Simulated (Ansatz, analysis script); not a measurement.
# Ruthenium: energy less the state without spin against total moment, fitted and tested on a withheld row

System: Ruthenium, 2 Ru in the cell, space group P6_3/mmc. Cell as run: a = 2.706, b = 2.706, c = 4.282 Å, angles 90.0, 90.0, 120.0°, 2 atoms. From the study “Fixed-spin-moment curve of Ruthenium”.

Method: Free energy against the fixed total moment and moment against field, from collinear runs; PBE, PAW set soft_1 (analysis script 1). Settings shared by all rows: cutoff 420 eV, 16×16×9 k-mesh, Fermi-Dirac occupations, smearing width 0.05 eV. From parallel starts in this cell no moment survives, so no ferromagnetic state is found at this level (opposed orders were not tried), and it is far: a cell moment of 1 μB costs 215 meV. In doubt: the program's search for lower states was switched off, so a lower magnetic state than those reached may exist.

The table, with one value held back:

| total moment (μB/cell) | energy less the state without spin (meV/cell) |
| --- | --- |
| 0 | 0.0 |
| 0.2 | ? |
| 0.4 | 39.9 |
| 0.6 | 82.9 |
| 0.8 | 140.7 |
| 1 | 214.9 |
| 1.2 | 305.0 |
| 1.4 | 410.5 |
| 1.6 | 528.7 |
| 1.8 | 658.7 |

What energy less the state without spin should the row at total moment = 0.2 μB/cell hold? Fit a suitable law to the other rows.

**Law.** Time reversal makes the energy even in the moment, so it is expanded as a Landau series from the state without spin. In symbols, E = c2 M² + c4 M⁴ + c6 M⁶, with energy less the state without spin in meV/cell.

**Fit.** Least squares on 8 rows gives c2 = 227.181, c4 = -12.002 and c6 = 1.4481.

| total moment (μB/cell) | computed | fit | computed − fit |
| --- | --- | --- | --- |
| 0.4 | 39.9 | 36.05 | 3.85 |
| 0.6 | 82.9 | 80.30 | 2.60 |
| 0.8 | 140.7 | 140.86 | -0.16 |
| 1 | 214.9 | 216.63 | -1.73 |
| 1.2 | 305.0 | 306.58 | -1.58 |
| 1.4 | 410.5 | 410.07 | 0.43 |
| 1.6 | 528.7 | 527.22 | 1.48 |
| 1.8 | 658.7 | 659.33 | -0.63 |

The quadratic term is positive, so within this fit the state without spin is locally stable against a small uniform moment.

**Prediction.** At total moment = 0.2 μB/cell the law predicts 9.07 meV/cell. The computed value is 10.9 meV/cell, 1.83 above the prediction. The row lies between zero, where the law vanishes, and the first fitted row, so this is an interpolation. The miss is about equal to the rms residual of the fit, 1.93.

[Hosts, paths, dates, database ids (printed as entryN), source tags and the programs' standing remarks are cut or masked in the printed files.]
